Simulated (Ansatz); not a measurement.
In doubt: masses and optical values from hybrid runs of this build are listed as unsure, which bears on the screening that GW takes from such a start.

Rows from a G0W0 calculation on Te (P3_121) (Ansatz 0.2.0; G0W0 on HSE06, plane waves, PAW; PAW set soft_1; 6×6×4 mesh, 231 empty bands, screening to 100 eV, PAW set soft_1 files), in eV. Spin-orbit coupling is left out.

```csv
row,k,band,start,Σx,Σc at the solution,Vxc
A,"(0.333, 0.333, -0.500)",c1,9.009,-10.595,-3.057,-13.653
B,"(0.333, 0.333, -0.500)",v1,8.377,-15.459,0.619,-14.806
C,"(0.333, 0.333, -0.500)",c2,10.361,-10.112,-3.402,-13.479
```

Q: Give the quasiparticle energies and the shift of each level.

The quasiparticle equation reads E = start + Σx + Σc(E) − Vxc.

```csv
row,E (eV),shift (eV)
A,9.010,+0.001
B,8.342,−0.035
C,10.326,−0.035
```

Limits: not at the basis limit; mesh may overstate the screening; no spin-orbit coupling; coarse k mesh.

[Paths, hosts, dates, memory and timing lines, banners, echoed tables and standing remarks are left out of the program output.]

[Logs are printed without paths, hosts, clocks, repeated set-up lines and the standing remarks that a program may print on its own settings, such as how far it seeks lower states.]

[Runs of the session that timed out or met a known fault of the program may be left out.]

[Cells called generated may have been cut or substituted from an entry of the Crystallography Open Database or the Materials Project.]

[Hosts, paths, dates, database ids (printed as entryN), source tags and the programs' standing remarks are cut or masked in the printed files.]
